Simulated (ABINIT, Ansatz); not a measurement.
# LiGeN (P6_3mc): G0W0 with ABINIT, start to end, part 2 of 3

Wanted: ground state, empty states, screening and self-energy for LiGeN (P6_3mc).

ABINIT 10.8.3; PBE and many-body steps on it, plane waves. Known limits of the many-body steps: short of the basis limit; exchange with frozen shells missing; no spin-orbit coupling; coarse k mesh.

So far. Step 2 (Ground state): The gap is indirect, with the least direct gap 0.98 eV higher.

**3. Bands along the symmetry lines**

Level of this step: DFT, PBE, plane waves, norm-conserving pseudopotentials (ABINIT).

Levels along a band path, at the cheap level, show where the edges lie and whether the meshes to come will hold them.

Input file run.abi:

```
acell 3*1.0 Angstrom
rprim 
  3.012408535488 -0.000000000022 0.000000000000
  -1.506204267725 2.608822318321 0.000000000000
  0.000000000000 0.000000000000 9.419459000000
ntypat 3
znucl 3 32 7
natom 6
typat 1 1 2 2 3 3
xred 
  0.666666666667 0.333333333333 0.743392000000
  0.333333333333 0.666666666667 0.243392000000
  -0.000000000000 -0.000000000000 0.498023000000
  -0.000000000000 -0.000000000000 0.998023000000
  0.333333333333 0.666666666667 0.603223000000
  0.666666666667 0.333333333333 0.103223000000
pp_dirpath "pseudos"
pseudos "Li.upf, Ge.upf, N.upf"
ecut 36
iscf -2
irdden 1
kptopt 0
nkpt 75
kpt 
  0.00000000 0.00000000 0.00000000
  0.06250000 0.00000000 0.00000000
  0.12500000 0.00000000 0.00000000
  0.18750000 0.00000000 0.00000000
  0.25000000 0.00000000 0.00000000
  0.31250000 0.00000000 0.00000000
  0.37500000 0.00000000 0.00000000
  0.43750000 0.00000000 0.00000000
  0.50000000 0.00000000 0.00000000
  0.47916667 0.04166667 0.00000000
  0.45833333 0.08333333 0.00000000
  0.43750000 0.12500000 0.00000000
  0.41666666 0.16666666 0.00000000
  0.39583333 0.20833333 0.00000000
  0.37500000 0.25000000 0.00000000
  0.35416666 0.29166666 0.00000000
  0.33333333 0.33333333 0.00000000
  0.29166666 0.29166666 0.00000000
  0.25000000 0.25000000 0.00000000
  0.20833333 0.20833333 0.00000000
  0.16666666 0.16666666 0.00000000
  0.12500000 0.12500000 0.00000000
  0.08333333 0.08333333 0.00000000
  0.04166667 0.04166667 0.00000000
  0.00000000 0.00000000 0.00000000
  0.00000000 0.00000000 0.06250000
  0.00000000 0.00000000 0.12500000
  0.00000000 0.00000000 0.18750000
  0.00000000 0.00000000 0.25000000
  0.00000000 0.00000000 0.31250000
  0.00000000 0.00000000 0.37500000
  0.00000000 0.00000000 0.43750000
  0.00000000 0.00000000 0.50000000
  0.06250000 0.00000000 0.50000000
  0.12500000 0.00000000 0.50000000
  0.18750000 0.00000000 0.50000000
  0.25000000 0.00000000 0.50000000
  0.31250000 0.00000000 0.50000000
  0.37500000 0.00000000 0.50000000
  0.43750000 0.00000000 0.50000000
  0.50000000 0.00000000 0.50000000
  0.47916667 0.04166667 0.50000000
  0.45833333 0.08333333 0.50000000
  0.43750000 0.12500000 0.50000000
  0.41666666 0.16666666 0.50000000
  0.39583333 0.20833333 0.50000000
  0.37500000 0.25000000 0.50000000
  0.35416666 0.29166666 0.50000000
  0.33333333 0.33333333 0.50000000
  0.29166666 0.29166666 0.50000000
  0.25000000 0.25000000 0.50000000
  0.20833333 0.20833333 0.50000000
  0.16666666 0.16666666 0.50000000
  0.12500000 0.12500000 0.50000000
  0.08333333 0.08333333 0.50000000
  0.04166667 0.04166667 0.50000000
  0.00000000 0.00000000 0.50000000
  0.50000000 0.00000000 0.50000000
  0.50000000 0.00000000 0.43750000
  0.50000000 0.00000000 0.37500000
  0.50000000 0.00000000 0.31250000
  0.50000000 0.00000000 0.25000000
  0.50000000 0.00000000 0.18750000
  0.50000000 0.00000000 0.12500000
  0.50000000 0.00000000 0.06250000
  0.50000000 0.00000000 0.00000000
  0.33333333 0.33333333 0.50000000
  0.33333333 0.33333333 0.43750000
  0.33333333 0.33333333 0.37500000
  0.33333333 0.33333333 0.31250000
  0.33333333 0.33333333 0.25000000
  0.33333333 0.33333333 0.18750000
  0.33333333 0.33333333 0.12500000
  0.33333333 0.33333333 0.06250000
  0.33333333 0.33333333 0.00000000
istwfk *1
nband 29
nbdbuf 2
tolwfr 1e-08
nstep 40
prtwf 0
prtvol 0
indata_prefix "in"
outdata_prefix "out"
tmpdata_prefix "tmp"
```

The run is started by

```sh
> OMP_NUM_THREADS=1 mpirun -n 4 abinit run.abi > log
```

Standard output:

```text
.Version 10.8.3 of ABINIT. v10.8.2 released Aug 2026.

 Symmetries : space group P6_3 m c (#186); Bravais hP (primitive hexag.)
[... echo of the input left out ...]
== DATASET  1 ==================================================================
-   mpi_nproc: 4, omp_nthreads: 1 (-1 if OMP is not activated)

--- !DatasetInfo
iteration_state: {dtset: 1, }
dimensions: {natom: 6, nkpt: 75, mband: 29, nsppol: 1, nspinor: 1, nspden: 1, mpw: 5227, }
cutoff_energies: {ecut:  36.0, pawecutdg:  -1.0, }
electrons: {nelect:   4.40000000E+01, charge:   0.00000000E+00, occopt:   1.00000000E+00, tsmear:   1.00000000E-02, }

 Real(R)+Recip(G) space primitive vectors, cartesian coordinates (Bohr,Bohr^-1):
 R(1)=  5.6926271  0.0000000  0.0000000  G(1)=  0.1756658  0.1014207  0.0000000
 R(2)= -2.8463136  4.9299597  0.0000000  G(2)=  0.0000000  0.2028414  0.0000000
 R(3)=  0.0000000  0.0000000 17.8001978  G(3)=  0.0000000  0.0000000  0.0561792
 Unit cell volume ucvol=  4.9955227E+02 bohr^3
 Angles (23,13,12)=  9.00000000E+01  9.00000000E+01  1.20000000E+02 degrees

 getcut: wavevector=  0.0000  0.0000  0.0000  ngfft=  32  32 100
         ecut(hartree)=     36.000   => boxcut(ratio)=   2.07998

--- Pseudopotential description ------------------------------------------------
- Li Generated using ONCVPSP code by D. R. Hamann
-  3.00000   3.00000  171031                  znucl, zion, pspdat
12 -101130 1 -1 1944                          pspcod,pspxc,lmax,lloc,mmax
     nproj     2     2     0
  pspatm : epsatm=    2.74360059
         --- l  ekb(1:nproj) -->
             0   -4.951544   -1.544797
             1   -2.250661   -0.474685
 pspatm: atomic psp has been read  and splines computed

- Ge Generated using ONCVPSP code by D. R. Hamann
- 32.00000  14.00000  171031                  znucl, zion, pspdat
12 -101130 2 -1 1560                          pspcod,pspxc,lmax,lloc,mmax
     nproj     2     2     2
  pspatm : epsatm=   30.91138732
         --- l  ekb(1:nproj) -->
             0    6.362763    0.588704
[...]
pspatm: atomic psp has been read  and splines computed

- N Generated using ONCVPSP code by D. R. Hamann
-  7.00000   5.00000  171031                  znucl, zion, pspdat
12 -101130 1 -1 1058                          pspcod,pspxc,lmax,lloc,mmax
     nproj     2     2     0
  pspatm : epsatm=    5.20977870
         --- l  ekb(1:nproj) -->
[...]
pspatm: atomic psp has been read  and splines computed

--------------------------------------------------------------------------------

================================================================================
 prteigrs : about to open file out_EIG
 Non-SCF case, kpt    1 (  0.00000  0.00000  0.00000), residuals and eigenvalues=
  1.70E-09  7.01E-09  2.09E-09  3.76E-09  5.69E-09  6.22E-09  9.15E-09  3.62E-09
  3.84E-09  4.41E-09  3.09E-09  5.37E-09  2.30E-09  7.16E-09  4.10E-09  2.73E-09
[...]
Non-SCF case, kpt   75 (  0.33333  0.33333  0.00000), residuals and eigenvalues=
[...]
-3.5301E-01 -3.5301E-01 -1.4930E-01 -1.4399E-01 -6.2445E-02 -6.2445E-02
  3.1015E-02  3.1015E-02  9.7774E-02  1.3900E-01  2.3496E-01  2.3496E-01
[...]
--- !ResultsGS
iteration_state: {dtset: 1, }
comment   : Summary of ground state results
lattice_vectors:
- [  5.6926271,  -0.0000000,   0.0000000, ]
- [ -2.8463136,   4.9299597,   0.0000000, ]
- [  0.0000000,   0.0000000,  17.8001978, ]
lattice_lengths: [   5.69263,    5.69263,   17.80020, ]
lattice_angles: [ 90.000,  90.000, 120.000, ] # degrees, (23, 13, 12)
lattice_volume:   4.9955227E+02
convergence: {deltae:  0.000E+00, res2:  0.000E+00, residm:  9.985E-09, diffor:  0.000E+00, }
etotal    :  -2.13863034E+02
entropy   :   0.00000000E+00
fermie    :   1.44304444E-01
cartesian_stress_tensor: null
pressure_GPa: null
xred      :
- [  6.6667E-01,   3.3333E-01,   7.4339E-01, Li]
- [  3.3333E-01,   6.6667E-01,   2.4339E-01, Li]
- [  0.0000E+00,   0.0000E+00,   4.9802E-01, Ge]
- [  0.0000E+00,   0.0000E+00,   9.9802E-01, Ge]
- [  3.3333E-01,   6.6667E-01,   6.0322E-01,  N]
- [  6.6667E-01,   3.3333E-01,   1.0322E-01,  N]
cartesian_forces: null
force_length_stats: {min: null, max: null, mean: null, }

 Integrated electronic density in atomic spheres:
 ------------------------------------------------
 Atom  Sphere_radius  Integrated_density
[...]
================================================================================

 ----iterations are completed or convergence reached----

 Mean square residual over all n,k,spin=   52.867E-10; max=  99.853E-10
 reduced coordinates (array xred) for    6 atoms
[...]
0.333333      0.666667      0.603223
       0.666667      0.333333      0.103223

 cartesian coordinates (angstrom) at end:
    1      1.506204     0.869607     7.002350
    2      1.267e-11     1.739215     2.292621
    3      0.000000     0.000000     4.691107
    4      0.000000     0.000000     9.400837
    5      1.267e-11     1.739215     5.682034
    6      1.506204     0.869607     0.972305
 length scales=  1.889726  1.889726  1.889726 bohr
              =  1.000000  1.000000  1.000000 angstroms
 prteigrs : about to open file out_EIG
 Eigenvalues (hartree) for nkpt=  75  k points:
 kpt#   1, nband= 29, wtk=  1.00000, kpt=  0.0000  0.0000  0.0000 (reduced coord)
[...]
kpt#   2, nband= 29, wtk=  1.00000, kpt=  0.0625  0.0000  0.0000 (reduced coord)
[...]
kpt#   3, nband= 29, wtk=  1.00000, kpt=  0.1250  0.0000  0.0000 (reduced coord)
[...]
kpt#  74, nband= 29, wtk=  1.00000, kpt=  0.3333  0.3333  0.0625 (reduced coord)
[...]
0.30381    0.30381    0.33772    0.41567    0.47125
 kpt#  75, nband= 29, wtk=  1.00000, kpt=  0.3333  0.3333  0.0000 (reduced coord)
[...]
-0.73764   -0.73764   -0.73458   -0.73455   -0.35301   -0.35301   -0.14930   -0.14399
  -0.06245   -0.06245    0.03102    0.03102    0.09777    0.13900    0.23496    0.23496
   0.30369    0.30369    0.33683    0.41624    0.47097

== END DATASET(S) ==============================================================
================================================================================

 -outvars: echo values of variables after computation  --------
            nband          29
             nkpt          75
          spgroup         186
 [... the other variables as echoed above ...]

 Calculation completed.
```

Wall time 46 s (4 MPI ranks of Arm Neoverse V2, shared host); peak memory 0.47 GiB; 3 min of CPU time.

This step gave:

- gap: 1.450 eV
- k of the valence top: 0.25, 0, 0
- k of the conduction bottom: 0.5, 0, 0
- least direct gap: 2.407 eV

The gap is 1.450 eV, −0.008 eV from the run before at this level.

The electronic bands at the labelled points (eV, zero at the top of the highest filled band):

| point | band 19 | band 20 | band 21 | band 22 | band 23 | band 24 | band 25 | band 26 |
| --- | --- | --- | --- | --- | --- | --- | --- | --- |
| Γ | -1.10 | -1.10 | -1.10 | -0.29 | 2.57 | 3.53 | 7.22 | 7.61 |
| halfway | -1.99 | -1.95 | -1.73 | 0.00 | 3.73 | 4.25 | 4.86 | 5.73 |
| M | -2.70 | -2.65 | -1.13 | -0.99 | 1.45 | 2.16 | 5.04 | 5.13 |
| halfway | -3.42 | -3.30 | -1.09 | -0.64 | 1.94 | 2.78 | 4.94 | 5.36 |
| K | -3.09 | -3.09 | -1.27 | -0.15 | 2.46 | 2.46 | 4.33 | 4.33 |
| halfway | -2.86 | -2.84 | -1.53 | -0.01 | 4.47 | 4.51 | 4.82 | 5.50 |
| Γ | -1.10 | -1.10 | -1.10 | -0.29 | 2.57 | 3.53 | 7.22 | 7.61 |
| halfway | -1.10 | -1.10 | -1.10 | -0.67 | 2.81 | 3.45 | 7.28 | 7.56 |
| A | -1.10 | -1.10 | -1.10 | -1.10 | 3.19 | 3.19 | 7.42 | 7.42 |
| halfway | -1.97 | -1.97 | -0.87 | -0.87 | 4.07 | 4.07 | 5.18 | 5.18 |
| L | -2.67 | -2.67 | -1.14 | -1.14 | 1.89 | 1.89 | 5.21 | 5.21 |
| halfway | -3.35 | -3.35 | -0.93 | -0.93 | 2.40 | 2.40 | 5.28 | 5.28 |
| H | -3.09 | -3.09 | -0.78 | -0.78 | 2.43 | 2.43 | 4.42 | 4.42 |
| halfway | -2.85 | -2.85 | -0.74 | -0.74 | 4.32 | 4.32 | 5.43 | 5.43 |
| A | -1.10 | -1.10 | -1.10 | -1.10 | 3.19 | 3.19 | 7.42 | 7.42 |
| jump to L | -2.67 | -2.67 | -1.14 | -1.14 | 1.89 | 1.89 | 5.21 | 5.21 |
| halfway | -2.69 | -2.65 | -1.15 | -1.05 | 1.59 | 2.10 | 5.10 | 5.22 |
| M | -2.70 | -2.65 | -1.13 | -0.99 | 1.45 | 2.16 | 5.04 | 5.13 |
| jump to H | -3.09 | -3.09 | -0.78 | -0.78 | 2.43 | 2.43 | 4.42 | 4.42 |
| halfway | -3.09 | -3.09 | -1.14 | -0.35 | 2.44 | 2.44 | 4.37 | 4.37 |
| K | -3.09 | -3.09 | -1.27 | -0.15 | 2.46 | 2.46 | 4.33 | 4.33 |

**4. Empty states on the mesh, 3×3×1 mesh, 156 bands**

The sums over transitions need many empty states on a uniform mesh; this step solves for them.

Input file run.abi:

```
acell 3*1.0 Angstrom
rprim 
  3.012408535488 -0.000000000022 0.000000000000
  -1.506204267725 2.608822318321 0.000000000000
  0.000000000000 0.000000000000 9.419459000000
ntypat 3
znucl 3 32 7
natom 6
typat 1 1 2 2 3 3
xred 
  0.666666666667 0.333333333333 0.743392000000
  0.333333333333 0.666666666667 0.243392000000
  -0.000000000000 -0.000000000000 0.498023000000
  -0.000000000000 -0.000000000000 0.998023000000
  0.333333333333 0.666666666667 0.603223000000
  0.666666666667 0.333333333333 0.103223000000
pp_dirpath "pseudos"
pseudos "Li.upf, Ge.upf, N.upf"
ecut 36
ngkpt 3 3 1
nshiftk 1
shiftk 0 0 0
kptopt 1
chksymbreak 0
iscf -2
irdden 1
istwfk *1
nband 156
nbdbuf 14
tolwfr 1e-09
nstep 60
prtvol 0
indata_prefix "in"
outdata_prefix "out"
tmpdata_prefix "tmp"
```

Standard output:

```text
.Version 10.8.3 of ABINIT. v10.8.2 released Aug 2026.

 Symmetries : space group P6_3 m c (#186); Bravais hP (primitive hexag.)
[... echo of the input left out ...]
== DATASET  1 ==================================================================
-   mpi_nproc: 4, omp_nthreads: 1 (-1 if OMP is not activated)
-    --> not optimal distribution: autoparal keyword recommended in input file <--

--- !DatasetInfo
iteration_state: {dtset: 1, }
dimensions: {natom: 6, nkpt: 3, mband: 156, nsppol: 1, nspinor: 1, nspden: 1, mpw: 5227, }
cutoff_energies: {ecut:  36.0, pawecutdg:  -1.0, }
electrons: {nelect:   4.40000000E+01, charge:   0.00000000E+00, occopt:   1.00000000E+00, tsmear:   1.00000000E-02, }

 Real(R)+Recip(G) space primitive vectors, cartesian coordinates (Bohr,Bohr^-1):
 R(1)=  5.6926271  0.0000000  0.0000000  G(1)=  0.1756658  0.1014207  0.0000000
 R(2)= -2.8463136  4.9299597  0.0000000  G(2)=  0.0000000  0.2028414  0.0000000
 R(3)=  0.0000000  0.0000000 17.8001978  G(3)=  0.0000000  0.0000000  0.0561792
 Unit cell volume ucvol=  4.9955227E+02 bohr^3
 Angles (23,13,12)=  9.00000000E+01  9.00000000E+01  1.20000000E+02 degrees

 getcut: wavevector=  0.0000  0.0000  0.0000  ngfft=  32  32 100
         ecut(hartree)=     36.000   => boxcut(ratio)=   2.07998

--- Pseudopotential description ------------------------------------------------
- Li Generated using ONCVPSP code by D. R. Hamann
-  3.00000   3.00000  171031                  znucl, zion, pspdat
12 -101130 1 -1 1944                          pspcod,pspxc,lmax,lloc,mmax
     nproj     2     2     0
  pspatm : epsatm=    2.74360059
         --- l  ekb(1:nproj) -->
             0   -4.951544   -1.544797
             1   -2.250661   -0.474685
 pspatm: atomic psp has been read  and splines computed

- Ge Generated using ONCVPSP code by D. R. Hamann
- 32.00000  14.00000  171031                  znucl, zion, pspdat
12 -101130 2 -1 1560                          pspcod,pspxc,lmax,lloc,mmax
     nproj     2     2     2
  pspatm : epsatm=   30.91138732
         --- l  ekb(1:nproj) -->
             0    6.362763    0.588704
[...]
pspatm: atomic psp has been read  and splines computed

- N Generated using ONCVPSP code by D. R. Hamann
-  7.00000   5.00000  171031                  znucl, zion, pspdat
12 -101130 1 -1 1058                          pspcod,pspxc,lmax,lloc,mmax
     nproj     2     2     0
  pspatm : epsatm=    5.20977870
         --- l  ekb(1:nproj) -->
[...]
pspatm: atomic psp has been read  and splines computed

--------------------------------------------------------------------------------

================================================================================
 prteigrs : about to open file out_EIG
 Non-SCF case, kpt    1 (  0.00000  0.00000  0.00000), residuals and eigenvalues=
  3.34E-10  4.82E-10  4.96E-11  7.04E-10  5.53E-11  5.66E-10  5.59E-11  4.36E-11
  4.05E-11  1.94E-10  1.37E-10  6.52E-10  1.13E-10  1.64E-10  1.34E-10  5.66E-11
  9.22E-10  1.03E-10  3.26E-10  2.25E-10  3.97E-10  1.14E-10  1.55E-10  8.87E-11
[...]
2.16E-05  4.76E-06  4.39E-05  4.84E-04
 -1.5157E+00 -1.5157E+00 -7.4194E-01 -7.4194E-01 -7.4194E-01 -7.4194E-01
 -7.3734E-01 -7.3732E-01 -7.3609E-01 -7.3609E-01 -7.3609E-01 -7.3609E-01
 -4.6058E-01 -4.5932E-01 -1.3633E-01 -1.1089E-01  5.7108E-02  1.0401E-01
[...]
2.8164E+00  2.8369E+00  2.8451E+00  2.8451E+00  2.8506E+00  2.8506E+00
  2.8852E+00  2.8945E+00  2.8945E+00  2.9030E+00  2.9217E+00  2.9224E+00
 prteigrs : prtvol=0 or 1, do not print more k-points.

--- !ResultsGS
iteration_state: {dtset: 1, }
comment   : Summary of ground state results
lattice_vectors:
- [  5.6926271,  -0.0000000,   0.0000000, ]
- [ -2.8463136,   4.9299597,   0.0000000, ]
- [  0.0000000,   0.0000000,  17.8001978, ]
lattice_lengths: [   5.69263,    5.69263,   17.80020, ]
lattice_angles: [ 90.000,  90.000, 120.000, ] # degrees, (23, 13, 12)
lattice_volume:   4.9955227E+02
convergence: {deltae:  0.000E+00, res2:  0.000E+00, residm:  9.905E-10, diffor:  0.000E+00, }
etotal    :  -2.13863034E+02
entropy   :   0.00000000E+00
fermie    :   1.44304444E-01
cartesian_stress_tensor: null
pressure_GPa: null
xred      :
- [  6.6667E-01,   3.3333E-01,   7.4339E-01, Li]
- [  3.3333E-01,   6.6667E-01,   2.4339E-01, Li]
- [  0.0000E+00,   0.0000E+00,   4.9802E-01, Ge]
- [  0.0000E+00,   0.0000E+00,   9.9802E-01, Ge]
- [  3.3333E-01,   6.6667E-01,   6.0322E-01,  N]
- [  6.6667E-01,   3.3333E-01,   1.0322E-01,  N]
cartesian_forces: null
force_length_stats: {min: null, max: null, mean: null, }

 Integrated electronic density in atomic spheres:
 ------------------------------------------------
 Atom  Sphere_radius  Integrated_density
[...]
================================================================================

 ----iterations are completed or convergence reached----

 Mean square residual over all n,k,spin=   42.057E-11; max=  99.054E-11
 reduced coordinates (array xred) for    6 atoms
[...]
0.333333      0.666667      0.603223
       0.666667      0.333333      0.103223

 cartesian coordinates (angstrom) at end:
    1      1.506204     0.869607     7.002350
    2      1.267e-11     1.739215     2.292621
[...]
6      1.506204     0.869607     0.972305
 length scales=  1.889726  1.889726  1.889726 bohr
              =  1.000000  1.000000  1.000000 angstroms
 prteigrs : about to open file out_EIG
 Eigenvalues (hartree) for nkpt=   3  k points:
 kpt#   1, nband=156, wtk=  0.11111, kpt=  0.0000  0.0000  0.0000 (reduced coord)
[...]
2.75988    2.75988    2.75990    2.76613    2.80998    2.80998    2.81160    2.81160
   2.81637    2.83694    2.84511    2.84511    2.85062    2.85062    2.88519    2.89445
   2.89449    2.90300    2.92175    2.92243
 prteigrs : prtvol=0 or 1, do not print more k-points.

== END DATASET(S) ==============================================================
================================================================================

 -outvars: echo values of variables after computation  --------
            nband         156
             nkpt           3
          spgroup         186
 [... the other variables as echoed above ...]

 Calculation completed.
```

It took 27 s on 4 MPI ranks; peak memory 0.36 GiB; 1.8 min of CPU time.

Read from the output:

```yaml
gap: 2.611 eV
k_of_the_valence_top: 0.3333, 0.3333, 0
k_of_the_conduction_bottom: 0.3333, 0.3333, 0
least_direct_gap: 2.611 eV
k_points_computed: 3
lowest_point_of_the_top_converged_band_above_the_valence_top: 71.8925 eV
```

On this mesh the gap is 2.611 eV. The earlier step found 1.459 eV, so this mesh misses an edge.

(Part 2 of 3 ends here.)

[Long decimals in the printed logs are rounded to 6 places.]

[Logs are printed without paths, hosts, clocks, repeated set-up lines and the standing remarks that a program may print on its own settings, such as how far it seeks lower states.]

[Paths, hosts, dates, memory and timing lines, banners, echoed tables and standing remarks are left out of the program output; an Ansatz launch command may be rebuilt from the run's recorded settings. Measured values are a selection of at most five: reports struck by readers or far from the other reports are left out. None is set beside runs whose start may be inverted or whose files or cutoffs have a known fault.]

[Runs of the session that timed out or met a known fault of the program may be left out.]

[Hosts, paths, dates, database ids (printed as entryN), source tags and the programs' standing remarks are cut or masked in the printed files.]

[G0W0 gaps are taken among the corrected bands and points alone; a level outside them can change the order at an edge.]

[Where Ansatz stands beside ABINIT at settings called matched, ABINIT's density can come from a denser mesh and the files from another edition; pairs whose starting gaps differed by over 0.03 eV were left out, so agreement reads better than it is.]
